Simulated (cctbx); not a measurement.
# Diagnosing a refinement

Cell a = 6.4450 Å, b = 6.4450 Å, c = 10.3380 Å, α = 90.00°, β = 90.00°, γ = 120.00°; space group P-6m2 (no. 187).

Simulated single-crystal data (cctbx): Mo Kα, λ = 0.71073 Å, to d = 0.7 Å, 70 % of the full sphere, strongest reflection 70000 counts, noise from counting, a 1.5 % proportional error and a noise floor of 8 counts (s.d.); no absorption.

An anisotropic refinement with weights 1/σ² prints:

```text
Rint 0.017, 497 unique reflections to 0.70 A
cycle     R1     wR2    GooF  max shift (A)
   1  0.1053  0.2470  17.680   0.02349
   2  0.0958  0.2323  16.623   0.00005
final R1 0.0958 wR2 0.2323 GooF 16.623  parameters 15  data/parameter 33.1
atom        x        y        z      Ueq    occ   su(xyz)  su(Uiso or U11)
Hf1    0.66667  0.33333  0.00000   0.0035  1.000  0.00000  0.0008
Cd1    0.00000  0.00000  0.75056   0.0037  1.000  0.00033  0.0010
Cd2    0.66403  0.83202  0.50000   0.0013  1.000  0.00162  0.0010
Cd3    0.66667  0.33333  0.50000   0.0054  1.000  0.00000  0.0013
Mg1    0.67563  0.83781  0.00000   0.0137  1.000  0.01057  0.0088
difference map: max 32.08 min -8.86 rms 2.03
Q1    0.9999  0.5000  0.2522    6   32.18  3.16 A from Cd2
Q2    0.6667  0.3333  0.0000    1   28.16  0.00 A from Hf1
Q3    0.1656  0.3311  0.5000    3   27.57  0.03 A from Cd2
Q4    0.6667  0.3333  0.5000    1   24.83  0.00 A from Cd3
Q5    0.1655  0.3310  0.0000    3   23.73  0.04 A from Mg1
Q6    0.3313  0.1657  0.2536    6   19.79  1.85 A from Cd1
```

**Question.** Can this result stand? If not, what is the likely fault?

Mend it. The fault: an atom left out, Mg at (0.5001, 0.0003, 0.7474). Against the right model at the same level, R1 goes from 0.0056 to 0.0958 and GooF from 0.92 to 16.62, U of Cd2 shrinks from 0.0046 to 0.0013 Å² and the top difference peak, 32.2 e/Å³, lies 3.16 Å from Cd2. Q1 is the missing atom. With scattering power missing, scale and phases suffer, so peaks may also grow on the heavy atoms.

The compound is HfMg9Cd6. The right model at the same level gives:

```text
Rint 0.017, 497 unique reflections to 0.70 A
cycle     R1     wR2    GooF  max shift (A)
   1  0.0107  0.0288   2.075   0.00302
   2  0.0056  0.0127   0.916   0.00008
final R1 0.0056 wR2 0.0127 GooF 0.916  parameters 21  data/parameter 23.7
atom        x        y        z      Ueq    occ   su(xyz)  su(Uiso or U11)
Hf1    0.66667  0.33333  0.00000   0.0054  1.000  0.00000  0.0001
Cd1    0.00000  0.00000  0.75051   0.0055  1.000  0.00002  0.0002
Cd2    0.66393  0.83196  0.50000   0.0046  1.000  0.00014  0.0001
Cd3    0.66667  0.33333  0.50000   0.0052  1.000  0.00000  0.0002
Mg1    0.50054  0.00107  0.74743   0.0060  1.000  0.00048  0.0005
Mg2    0.67116  0.83558  0.00000   0.0106  1.000  0.00065  0.0009
Flack x: 0.002(7)
Hooft y: 0.003(6)  Bijvoet pairs: 218
difference map: max 0.24 min -0.32 rms 0.06
Q1    0.6667  0.3333  0.0782    2    0.25  0.81 A from Hf1
Q2    0.2464  0.4928  0.2364    6    0.23  1.63 A from Mg1
Q3    0.1040  0.0520  0.4593    6    0.23  1.72 A from Cd2
Q4    0.3333  0.6667  0.4647    2    0.22  1.88 A from Cd2
Q5    0.3381  0.1691  0.3749    6    0.22  2.24 A from Mg1
Q6    0.0000  0.0000  0.3312    2    0.21  0.85 A from Cd1
```

The model is made up (kin elements in a known structure type, no relaxation), so it says nothing on whether the phase exists.

[Middle refinement cycles are left out of these outputs.]

[Logs are printed without paths, hosts, clocks, repeated set-up lines and the standing remarks that a program may print on its own settings, such as how far it seeks lower states.]
